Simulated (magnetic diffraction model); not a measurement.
# Ce₃Mn₆Ge₂ below its ordering temperature

Space group Im-3m (no. 229), a = 9.1560 Å.

```
site  atom       x       y       z
 12e    Ce  0.7171       0       0
  8c    Ge     1/4     1/4     1/4
 24h    Mn     1/2  0.1656  0.1656
```

The compound is invented for this exercise: a known structure type with other elements, its cell scaled to their sizes and not relaxed.

Only Ce is taken to order (form factors of Ce3+); orders and moment sizes are assumed, and not adapted to the symmetry. Radiation: neutrons of λ = 2.41 Å, 5° to 100°; isotropic B of 0.27 Å² (Ce), 0.21 Å² (Ge) and 0.3 Å² (Mn). Simulated constant-wavelength pattern: nuclear and magnetic terms add, the magnetic one as |2.695 fm × Σ f S⊥ exp(2πi Q·r) exp(−B s²)|², summed over all Q at one angle with the factor 1/(sin²θ cos θ). For collinear order S is the moment m, which repeats by lattice and centring translations R with the sign exp(−2πi k·R). Free-ion form factors, Sears's scattering lengths of 1992, no absorption; a label names one of the reflections at its angle. The strongest nuclear line in the range is 100, and lines under 0.2 are left out.

Above the ordering temperature:

```tsv
2θ (°)	index	I
21.45	(1 1 0)	48.7
30.52	(2 0 0)	21.9
37.61	(2 1 1)	66.9
43.71	(2 2 0)	56.5
49.19	(3 1 0)	13.1
54.25	(2 2 2)	100.0
59.00	(3 2 1)	3.7
63.53	(4 0 0)	42.1
67.89	(4 1 1)	15.8
72.11	(4 2 0)	8.1
80.29	(4 2 2)	3.9
84.30	(5 1 0)	34.4
92.25	(5 2 1)	54.2
96.23	(4 4 0)	66.8
```

Below it (cell unchanged):

```csv
2θ (°),I
10.68,5.2
18.55,11.1
21.45,48.7
24.02,2.6
28.51,7.7
30.52,21.9
32.42,2.9
35.95,2.0
37.61,66.9
39.21,3.4
42.25,2.4
43.71,56.5
45.13,1.3
47.86,3.3
49.19,13.1
50.49,1.2
53.01,2.3
54.25,100.0
55.46,1.6
57.84,3.2
59.00,3.7
60.15,0.3
62.41,2.5
63.53,42.1
64.63,2.0
66.81,1.1
67.89,15.8
68.95,2.2
71.06,1.0
72.11,8.1
73.15,0.7
75.21,2.0
77.26,1.5
79.28,1.2
80.29,3.9
81.30,1.1
```
(The table stops after 36 lines; 12 more lie at higher angle.)

**Question.** Check that the new lines index with k = (1/2 0 1/2), then choose among these models:
A. collinear moments along [101], 1.8 μB on Ce; signs + at (0.7171, 0, 0), + at (0, 0.7171, 0), − at (0, 0, 0.2829), + at (0.2829, 0, 0), + at (0, 0.2829, 0), − at (0, 0, 0.7171)
B. collinear moments along [001], 1.8 μB on Ce; signs + at (0.7171, 0, 0), + at (0, 0.7171, 0), − at (0, 0, 0.2829), + at (0.2829, 0, 0), + at (0, 0.2829, 0), − at (0, 0, 0.7171)
C. collinear moments along [101], 1.8 μB on Ce; signs + at (0.7171, 0, 0), + at (0, 0.7171, 0), + at (0, 0, 0.2829), − at (0.2829, 0, 0), − at (0, 0.2829, 0), + at (0, 0, 0.7171)
D. collinear moments along [001], 1.8 μB on Ce; signs + at (0.7171, 0, 0), + at (0, 0.7171, 0), + at (0, 0, 0.2829), − at (0.2829, 0, 0), − at (0, 0.2829, 0), + at (0, 0, 0.7171)

The new lines index as (1/2 0 1/2) at 10.68°, (1/2 1 -1/2) at 18.55°, (3/2 0 -1/2) at 24.02° and (3/2 1 1/2) at 28.51°, that is as H ± k with k = (1/2 0 1/2), one of 6 inequivalent arms of its star (k and −k counted as one), which a powder can't tell apart. Half indices mean that the moments reverse under translations with k·R a half-integer, and the magnetic cell has twice the primitive volume.

Magnetic intensity, observed (below minus above) and for each model:

| 2θ (°) | index | observed | A | B | C | D |
| --- | --- | --- | --- | --- | --- | --- |
| 10.68 | (1/2 0 1/2) | 5.2 | <0.2 | 5.2 | <0.2 | 5.2 |
| 18.55 | (1/2 1 -1/2) | 11.1 | 16.6 | 13.8 | 13.3 | 11.1 |
| 24.02 | (3/2 0 -1/2) | 2.6 | 8.1 | 5.0 | 3.2 | 2.6 |
| 28.51 | (3/2 1 1/2) | 7.7 | 0.3 | 0.5 | 4.7 | 7.7 |
| 39.21 | (5/2 0 1/2) | 3.4 | 8.1 | 8.4 | 3.5 | 3.4 |
| 42.25 | (5/2 1 -1/2) | 2.4 | <0.2 | <0.2 | 3.5 | 2.4 |
| 50.49 | (5/2 2 1/2) | 1.2 | 3.7 | 4.5 | 1.1 | 1.2 |
| 62.41 | (7/2 1 -3/2) | 2.5 | 0.5 | 0.4 | 3.4 | 2.5 |

Model D matches.

The structure used: k = (1/2 0 1/2), collinear moments along [001], 1.8 μB on Ce; signs + at (0.7171, 0, 0), + at (0, 0.7171, 0), + at (0, 0, 0.2829), − at (0.2829, 0, 0), − at (0, 0.2829, 0), + at (0, 0, 0.7171).

[Logs are printed without paths, hosts, clocks, repeated set-up lines and the standing remarks that a program may print on its own settings, such as how far it seeks lower states.]
